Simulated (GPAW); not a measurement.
# CN in line between two C chains: transmission at several levels

Wanted: the zero-bias transmission of CN in line between two C chains on a ladder of levels, with run times.

Calculated with GPAW 26.7.0; GPAW LCAO, PAW setups; Landauer transmission from Green's functions with principal layers (ASE), zero bias.

## Step 1: Set-up

The cell holds 14 atoms: 13 C and 1 N. Its edges and angles: a = 9.000 Å, b = 9.000 Å, c = 17.796 Å, α = 90.0°, β = 90.0°, γ = 90.0°. Regions: left lead, 6 atoms (6 C); channel, 2 atoms (1 C and 1 N); right lead, 6 atoms (6 C). Vacuum lies along a and b. The structure is stacked along c, and the current runs across the ab planes.

Coordinates:

```cif
data_structure
_symmetry_space_group_name_H-M 'P 1'
_symmetry_Int_Tables_number 1
_cell_length_a 9.0000
_cell_length_b 9.0000
_cell_length_c 17.7959
_cell_angle_alpha 90.000
_cell_angle_beta 90.000
_cell_angle_gamma 90.000
_cell_volume 1441.47
loop_
_atom_site_label
_atom_site_type_symbol
_atom_site_fract_x
_atom_site_fract_y
_atom_site_fract_z
_atom_site_occupancy
C1 C 0.50000 0.50000 0.03596 1
C2 C 0.50000 0.50000 0.10789 1
C3 C 0.50000 0.50000 0.17982 1
C4 C 0.50000 0.50000 0.25174 1
C5 C 0.50000 0.50000 0.32367 1
C6 C 0.50000 0.50000 0.39560 1
C7 C 0.50000 0.50000 0.46752 1
N8 N 0.50000 0.50000 0.53383 1
C9 C 0.50000 0.50000 0.60440 1
C10 C 0.50000 0.50000 0.67633 1
C11 C 0.50000 0.50000 0.74826 1
C12 C 0.50000 0.50000 0.82018 1
C13 C 0.50000 0.50000 0.89211 1
C14 C 0.50000 0.50000 0.96404 1
```

## Step 2: GPAW, dzp

The script solves lead and junction separately, takes H and S in the orbital basis, and joins semi-infinite leads through their self-energies; the dzp basis is the working standard.

run.py reads:

```python
import json
import numpy as np
from ase import Atoms
from ase.transport.calculators import TransportCalculator
from gpaw import GPAW, FermiDirac
from gpaw.lcao.tools import get_lcao_hamiltonian
from scipy.linalg import eigh

# The junction with lead layers at both ends, along the third cell vector
device = Atoms(
    ['C', 'C', 'C', 'C', 'C', 'C', 'C', 'N', 'C', 'C', 'C', 'C', 'C', 'C'],
    positions=[
        [4.50000, 4.50000, 0.64000],
        [4.50000, 4.50000, 1.92000],
        [4.50000, 4.50000, 3.20000],
        [4.50000, 4.50000, 4.48000],
        [4.50000, 4.50000, 5.76000],
        [4.50000, 4.50000, 7.04000],
        [4.50000, 4.50000, 8.32000],
        [4.50000, 4.50000, 9.50000],
        [4.50000, 4.50000, 10.75590],
        [4.50000, 4.50000, 12.03590],
        [4.50000, 4.50000, 13.31590],
        [4.50000, 4.50000, 14.59590],
        [4.50000, 4.50000, 15.87590],
        [4.50000, 4.50000, 17.15590]],
    cell=[[9.0, 0.0, 0.0], [0.0, 9.0, 0.0], [0.0, 0.0, 17.7959]],
    pbc=True)

# One principal layer of the lead: the first 4 atoms of the device
lead = Atoms(
    ['C', 'C', 'C', 'C'],
    positions=[
        [4.50000, 4.50000, 0.64000],
        [4.50000, 4.50000, 1.92000],
        [4.50000, 4.50000, 3.20000],
        [4.50000, 4.50000, 4.48000]],
    cell=[[9.0, 0.0, 0.0], [0.0, 9.0, 0.0], [0.0, 0.0, 5.12]],
    pbc=True)

settings = dict(mode='lcao', basis='dzp', xc='PBE', h=0.18,
                occupations=FermiDirac(0.1), maxiter=250,
                mixer=dict(beta=0.1, nmaxold=8, weight=100.0),
                convergence=dict(density=0.0001))
energies = np.arange(-2, 2 + 1e-9, 0.05)
eta = 0.0001
n1, n2 = 1, 1
# k and -k transmit alike, so half of the mesh across the current serves
mesh = [(i, j) for i in range(n1) for j in range(n2) if (i, j) <= (-i % n1, -j % n2)]
weights = np.array([1 if (i, j) == (-i % n1, -j % n2) else 2 for i, j in mesh]) / (n1 * n2)

# [... helper functions left out ...]
fermi_lead = ground_state(lead, (1, 1, 22), 'lead.txt')
fermi_device = ground_state(device, (1, 1, 4), 'device.txt')
# [... loop over the mesh left out, but for ...]
        # Shift the lead onto the potential of the device's first layer
        shift = ((H[:, 0, 0] - H0[:, 0, 0]) / S0[0, 0]).real.mean()
# [...]
kT = 8.617333e-5 * 200
bias = [0.1, 0.2, 0.5, 1.0, 1.5, 2.0]
# [... integrals and printing left out ...]
```

The run is started by

```console
> OMP_NUM_THREADS=1 OPENBLAS_NUM_THREADS=1 python run.py
```

The program printed:

```text
basis functions: device 182, principal layer 52
Fermi level: lead -4.2220 eV, device -3.9317 eV; lead shifted by -0.0623 eV
largest coupling past the next layer 1.00e-04 eV, largest misfit of the first layer 0.025 eV
  E-E_F (eV)   T (one spin)  channels
    -2.000    1.7968e+00    2.0000
    -1.950    1.8011e+00    2.0000
    -1.900    1.8055e+00    2.0000
    -1.850    1.8098e+00    2.0000
    -1.800    1.8142e+00    2.0000
    -1.750    1.8184e+00    2.0000
    -1.700    1.8227e+00    2.0000
    -1.650    1.8268e+00    2.0000
    -1.600    1.8309e+00    2.0000
    -1.550    1.8349e+00    2.0000
    -1.500    1.8389e+00    2.0000
    -1.450    1.8427e+00    2.0000
    -1.400    1.8464e+00    2.0000
    -1.350    1.8499e+00    2.0000
    -1.300    1.8534e+00    2.0000
    -1.250    1.8567e+00    2.0000
[...]
1.650    1.8545e+00    2.0000
     1.700    1.8540e+00    2.0000
     1.750    1.8535e+00    2.0000
     1.800    1.8530e+00    2.0000
     1.850    1.8527e+00    2.0000
     1.900    1.8523e+00    2.0000
     1.950    1.8521e+00    2.0000
     2.000    1.8519e+00    2.0000
conductance at 200 K: 1.8888 G0 a cell; thermopower 0.0252 uV/K
current from the zero-bias T(E) at 0.1 V: 14.634 uA
current from the zero-bias T(E) at 0.2 V: 29.267 uA
current from the zero-bias T(E) at 0.5 V: 73.154 uA
current from the zero-bias T(E) at 1.0 V: 146.21 uA
current from the zero-bias T(E) at 1.5 V: 219.06 uA
current from the zero-bias T(E) at 2.0 V: 291.63 uA
```

Run time: 56 s. Hardware: 1 thread of Arm Neoverse N1, shared host; peak memory 0.82 GiB.

Numbers from this step:

| Property | Result |
| --- | --- |
| conductance | 1.889 G₀ |
| largest coupling past the next principal layer | 1.00e-4 eV |
| largest misfit of the first principal layer | 0.02508 eV |
| shift that aligns the lead | -0.06225 eV |
| basis functions of the junction | 182 |
| basis functions of a principal layer | 52 |
| transmission at the Fermi level (one spin) | 1.889 |
| open channels of the lead at the Fermi level (one spin) | 2 |

One spin. The transmission, zone mean by energy, zero at the Fermi level:

| energy (eV) | transmission, zone mean |
| --- | --- |
| -2.000 | 1.80 |
| -1.800 | 1.81 |
| -1.600 | 1.83 |
| -1.400 | 1.85 |
| -1.200 | 1.86 |
| -1.000 | 1.87 |
| -0.800 | 1.88 |
| -0.600 | 1.89 |
| -0.400 | 1.89 |
| -0.200 | 1.89 |
| 0.000 | 1.89 |
| 0.200 | 1.89 |
| 0.400 | 1.88 |
| 0.600 | 1.88 |
| 0.800 | 1.87 |
| 1.000 | 1.87 |
| 1.200 | 1.86 |
| 1.400 | 1.86 |
| 1.600 | 1.86 |
| 1.800 | 1.85 |
| 2.000 | 1.85 |

Crossings of the lead's bands, unfolded to its shortest repeat. The open channels, zone mean stays at 2 for energy from -2 to 2 eV.

Not self-consistent under bias; the bias window is split evenly. Current through one cell, from the zero-bias transmission against bias:

| bias (V) | current through one cell, from the zero-bias transmission (μA) |
| --- | --- |
| 0.100 | 14.6 |
| 0.200 | 29.3 |
| 0.500 | 73.2 |
| 1.000 | 146 |
| 1.500 | 219 |
| 2.000 | 292 |

The transmission of the three most open eigenchannels by energy, zero at the Fermi level:

| energy (eV) | channel 1 = channel 2 | channel 3 |
| --- | --- | --- |
| -2.00 | 0.898 | 0 |
| -1.90 | 0.903 | 0 |
| -1.80 | 0.907 | 0 |
| -1.70 | 0.911 | 0 |
| -1.55 | 0.917 | 0 |
| -1.45 | 0.921 | 0 |
| -1.35 | 0.925 | 0 |
| -1.25 | 0.928 | 0 |
| -1.15 | 0.931 | 0 |
| -1.05 | 0.934 | 0 |
| -0.90 | 0.938 | 0 |
| -0.80 | 0.940 | 0 |
| -0.70 | 0.941 | 0 |
| -0.60 | 0.943 | 0 |
| -0.50 | 0.944 | 0 |
| -0.40 | 0.944 | 0 |
| -0.25 | 0.945 | 0 |
| -0.15 | 0.945 | 0 |
| -0.05 | 0.945 | 0 |
| 0.00 | 0.944 | 0 |
| 0.05 | 0.944 | 0 |
| 0.15 | 0.943 | 0 |
| 0.25 | 0.943 | 0 |
| 0.40 | 0.941 | 0 |
| 0.50 | 0.940 | 0 |
| 0.60 | 0.939 | 0 |
| 0.70 | 0.937 | 0 |
| 0.80 | 0.936 | 0 |
| 0.90 | 0.935 | 0 |
| 1.05 | 0.933 | 0 |
| 1.15 | 0.932 | 0 |
| 1.25 | 0.931 | 0 |
| 1.35 | 0.930 | 0 |
| 1.45 | 0.929 | 0 |
| 1.55 | 0.928 | 0 |
| 1.70 | 0.927 | 0 |
| 1.80 | 0.927 | 0 |
| 1.90 | 0.926 | 0 |
| 2.00 | 0.926 | 0 |

Couplings past the next layer reach 1.0e-4 eV, small enough to drop; the matrix elements of the cell's first layer differ from the bulk lead's by up to 0.025 eV. That layer keeps its own values in the calculation, and only beyond it is the lead taken as perfect. The Fermi levels of lead and junction count from different zeros of potential, one for each periodic cell; with both set to zero, the small remaining shift is what aligns them. By hand: G = 1.889 × 77.48 μS = 146 μS, a resistance of 6.83 kΩ; at 0.1 V a linear junction would pass 14.6 μA, and the integral over the bias window gives 14.6 μA.

## Step 3: GPAW, szp: basis = "szp(dzp)"

The second zeta is dropped, the polarisation orbitals stay.

Edit run.py of step 2 so:

```diff
@@ -40,3 +40,3 @@
 
-settings = dict(mode='lcao', basis='dzp', xc='PBE', h=0.18,
+settings = dict(mode='lcao', basis='szp(dzp)', xc='PBE', h=0.18,
                 occupations=FermiDirac(0.1), maxiter=250,
```

The program printed:

```text
basis functions: device 126, principal layer 36
Fermi level: lead -6.8471 eV, device -6.5991 eV; lead shifted by -0.0525 eV
largest coupling past the next layer 1.01e-04 eV, largest misfit of the first layer 0.026 eV
  E-E_F (eV)   T (one spin)  channels
    -2.000    1.7759e+00    2.0000
    -1.950    1.7811e+00    2.0000
    -1.900    1.7863e+00    2.0000
    -1.850    1.7915e+00    2.0000
    -1.800    1.7967e+00    2.0000
    -1.750    1.8019e+00    2.0000
    -1.700    1.8071e+00    2.0000
    -1.650    1.8122e+00    2.0000
    -1.600    1.8172e+00    2.0000
    -1.550    1.8222e+00    2.0000
    -1.500    1.8270e+00    2.0000
    -1.450    1.8318e+00    2.0000
    -1.400    1.8364e+00    2.0000
    -1.350    1.8409e+00    2.0000
    -1.300    1.8453e+00    2.0000
    -1.250    1.8495e+00    2.0000
[...]
1.650    1.8550e+00    2.0000
     1.700    1.8544e+00    2.0000
     1.750    1.8539e+00    2.0000
     1.800    1.8535e+00    2.0000
     1.850    1.8531e+00    2.0000
     1.900    1.8528e+00    2.0000
     1.950    1.8526e+00    2.0000
     2.000    1.8524e+00    2.0000
conductance at 200 K: 1.8925 G0 a cell; thermopower 0.02539 uV/K
current from the zero-bias T(E) at 0.1 V: 14.663 uA
current from the zero-bias T(E) at 0.2 V: 29.325 uA
current from the zero-bias T(E) at 0.5 V: 73.294 uA
current from the zero-bias T(E) at 1.0 V: 146.46 uA
current from the zero-bias T(E) at 1.5 V: 219.39 uA
current from the zero-bias T(E) at 2.0 V: 291.96 uA
```

Wall time 45 s (1 thread); peak memory 0.81 GiB.

This step gave:

* conductance: 1.892 G₀
* largest coupling past the next principal layer: 1.01e-4 eV
* largest misfit of the first principal layer: 0.02637 eV
* shift that aligns the lead: -0.05246 eV
* basis functions of the junction: 126
* basis functions of a principal layer: 36
* transmission at the Fermi level (one spin): 1.893

One spin. Table of transmission, zone mean by energy, zero at the Fermi level:

| energy (eV) | transmission, zone mean |
| --- | --- |
| -2.00 | 1.78 |
| -1.90 | 1.79 |
| -1.80 | 1.80 |
| -1.70 | 1.81 |
| -1.55 | 1.82 |
| -1.45 | 1.83 |
| -1.35 | 1.84 |
| -1.25 | 1.85 |
| -1.15 | 1.86 |
| -1.05 | 1.86 |
| -0.90 | 1.87 |
| -0.80 | 1.88 |
| -0.70 | 1.88 |
| -0.60 | 1.89 |
| -0.50 | 1.89 |
| -0.40 | 1.89 |
| -0.25 | 1.89 |
| -0.15 | 1.89 |
| -0.05 | 1.89 |
| 0.00 | 1.89 |
| 0.05 | 1.89 |
| 0.15 | 1.89 |
| 0.25 | 1.89 |
| 0.40 | 1.89 |
| 0.50 | 1.88 |
| 0.60 | 1.88 |
| 0.70 | 1.88 |
| 0.80 | 1.87 |
| 0.90 | 1.87 |
| 1.05 | 1.87 |
| 1.15 | 1.86 |
| 1.25 | 1.86 |
| 1.35 | 1.86 |
| 1.45 | 1.86 |
| 1.55 | 1.86 |
| 1.70 | 1.85 |
| 1.80 | 1.85 |
| 1.90 | 1.85 |
| 2.00 | 1.85 |

Crossings of the lead's bands, unfolded to its shortest repeat. The open channels, zone mean stays at 2 for energy from -2 to 2 eV.

Not self-consistent under bias; the bias window is split evenly. The current through one cell, from the zero-bias transmission by bias:

| bias (V) | current through one cell, from the zero-bias transmission (μA) |
| --- | --- |
| 0.100 | 14.7 |
| 0.200 | 29.3 |
| 0.500 | 73.3 |
| 1.000 | 146 |
| 1.500 | 219 |
| 2.000 | 292 |

The transmission of the three most open eigenchannels by energy, zero at the Fermi level:

| energy (eV) | channel 1 = channel 2 | channel 3 |
| --- | --- | --- |
| -2.00 | 0.888 | 0 |
| -1.90 | 0.893 | 0 |
| -1.80 | 0.898 | 0 |
| -1.70 | 0.904 | 0 |
| -1.55 | 0.911 | 0 |
| -1.45 | 0.916 | 0 |
| -1.35 | 0.920 | 0 |
| -1.25 | 0.925 | 0 |
| -1.15 | 0.929 | 0 |
| -1.05 | 0.932 | 0 |
| -0.90 | 0.937 | 0 |
| -0.80 | 0.939 | 0 |
| -0.70 | 0.942 | 0 |
| -0.60 | 0.943 | 0 |
| -0.50 | 0.945 | 0 |
| -0.40 | 0.946 | 0 |
| -0.25 | 0.947 | 0 |
| -0.15 | 0.947 | 0 |
| -0.05 | 0.946 | 0 |
| 0.00 | 0.946 | 0 |
| 0.05 | 0.946 | 0 |
| 0.15 | 0.945 | 0 |
| 0.25 | 0.944 | 0 |
| 0.40 | 0.943 | 0 |
| 0.50 | 0.941 | 0 |
| 0.60 | 0.940 | 0 |
| 0.70 | 0.938 | 0 |
| 0.80 | 0.937 | 0 |
| 0.90 | 0.936 | 0 |
| 1.05 | 0.933 | 0 |
| 1.15 | 0.932 | 0 |
| 1.25 | 0.931 | 0 |
| 1.35 | 0.930 | 0 |
| 1.45 | 0.929 | 0 |
| 1.55 | 0.928 | 0 |
| 1.70 | 0.927 | 0 |
| 1.80 | 0.927 | 0 |
| 1.90 | 0.926 | 0 |
| 2.00 | 0.926 | 0 |

The conductance equals that of the dzp run to 0.2 %.

## Step 4: Minimal basis

One function for each valence shell of the setup, as for a first survey of a large system.

Edit run.py of step 3 so:

```diff
@@ -40,3 +40,3 @@
 
-settings = dict(mode='lcao', basis='szp(dzp)', xc='PBE', h=0.18,
+settings = dict(mode='lcao', basis='sz(dzp)', xc='PBE', h=0.18,
                 occupations=FermiDirac(0.1), maxiter=250,
```

The program printed:

```text
basis functions: device 56, principal layer 16
Fermi level: lead -7.7080 eV, device -7.4339 eV; lead shifted by -0.0525 eV
largest coupling past the next layer 1.01e-04 eV, largest misfit of the first layer 0.025 eV
  E-E_F (eV)   T (one spin)  channels
    -2.000    1.8004e+00    2.0000
    -1.950    1.8051e+00    2.0000
    -1.900    1.8099e+00    2.0000
[...]
1.950    1.8687e+00    2.0000
     2.000    1.8685e+00    2.0000
conductance at 200 K: 1.9045 G0 a cell; thermopower 0.01916 uV/K
current from the zero-bias T(E) at 0.1 V: 14.756 uA
current from the zero-bias T(E) at 0.2 V: 29.511 uA
current from the zero-bias T(E) at 0.5 V: 73.763 uA
current from the zero-bias T(E) at 1.0 V: 147.42 uA
current from the zero-bias T(E) at 1.5 V: 220.85 uA
current from the zero-bias T(E) at 2.0 V: 293.98 uA
```

Wall time 32 s (1 thread); peak memory 0.76 GiB.

Numbers from this step:

```
conductance                                 : 1.905 G₀
largest misfit of the first principal layer : 0.02453 eV
shift that aligns the lead                  : -0.05249 eV
basis functions of the junction             : 56
basis functions of a principal layer        : 16
transmission at the Fermi level (one spin)  : 1.905
```

One spin. Table of transmission, zone mean by energy, zero at the Fermi level:

| energy (eV) | transmission, zone mean |
| --- | --- |
| -2.00 | 1.80 |
| -1.85 | 1.81 |
| -1.70 | 1.83 |
| -1.60 | 1.84 |
| -1.45 | 1.85 |
| -1.30 | 1.86 |
| -1.15 | 1.87 |
| -1.05 | 1.88 |
| -0.90 | 1.89 |
| -0.75 | 1.89 |
| -0.60 | 1.90 |
| -0.50 | 1.90 |
| -0.35 | 1.90 |
| -0.20 | 1.90 |
| -0.15 | 1.91 |
| -0.05 | 1.90 |
| 0.00 | 1.90 |
| 0.05 | 1.90 |
| 0.20 | 1.90 |
| 0.35 | 1.90 |
| 0.50 | 1.90 |
| 0.60 | 1.89 |
| 0.75 | 1.89 |
| 0.90 | 1.89 |
| 1.05 | 1.88 |
| 1.15 | 1.88 |
| 1.30 | 1.88 |
| 1.45 | 1.87 |
| 1.60 | 1.87 |
| 1.70 | 1.87 |
| 1.85 | 1.87 |
| 2.00 | 1.87 |

The conductance, 1.90 G₀, lies 0.8 % above that of the dzp run.

## Step 5: revPBE in the dzp basis: xc = "revPBE"

Back in the dzp basis, the functional changes from PBE to revPBE, to set the spread between functionals beside that between bases.

Edit run.py of step 4 so:

```diff
@@ -40,3 +40,3 @@
 
-settings = dict(mode='lcao', basis='sz(dzp)', xc='PBE', h=0.18,
+settings = dict(mode='lcao', basis='dzp', xc='revPBE', h=0.18,
                 occupations=FermiDirac(0.1), maxiter=250,
```

The program printed:

```text
basis functions: device 182, principal layer 52
Fermi level: lead -4.1355 eV, device -3.8435 eV; lead shifted by -0.0630 eV
largest coupling past the next layer 1.00e-04 eV, largest misfit of the first layer 0.025 eV
  E-E_F (eV)   T (one spin)  channels
    -2.000    1.7959e+00    2.0000
    -1.950    1.8003e+00    2.0000
    -1.900    1.8046e+00    2.0000
[...]
1.950    1.8504e+00    2.0000
     2.000    1.8502e+00    2.0000
conductance at 200 K: 1.887 G0 a cell; thermopower 0.02572 uV/K
current from the zero-bias T(E) at 0.1 V: 14.62 uA
current from the zero-bias T(E) at 0.2 V: 29.24 uA
current from the zero-bias T(E) at 0.5 V: 73.085 uA
current from the zero-bias T(E) at 1.0 V: 146.07 uA
current from the zero-bias T(E) at 1.5 V: 218.86 uA
current from the zero-bias T(E) at 2.0 V: 291.36 uA
```

The job ended after 55 s (1 thread; peak memory 0.82 GiB).

Numbers from this step:

```yaml
conductance: 1.887 G₀
largest_coupling_past_the_next_principal_layer: 1.00e-4 eV
largest_misfit_of_the_first_principal_layer: 0.02532 eV
shift_that_aligns_the_lead: -0.06300 eV
basis_functions_of_the_junction: 182
basis_functions_of_a_principal_layer: 52
transmission_at_the_fermi_level_one_spin: 1.887
```

The conductance equals that of the dzp run to 0.2 %.

(Part 1 of 2 ends here.)

[Logs are printed without paths, hosts, clocks, repeated set-up lines and the standing remarks that a program may print on its own settings, such as how far it seeks lower states.]

[Hosts, paths, dates, database ids (printed as entryN), source tags and the programs' standing remarks are cut or masked in the printed files.]
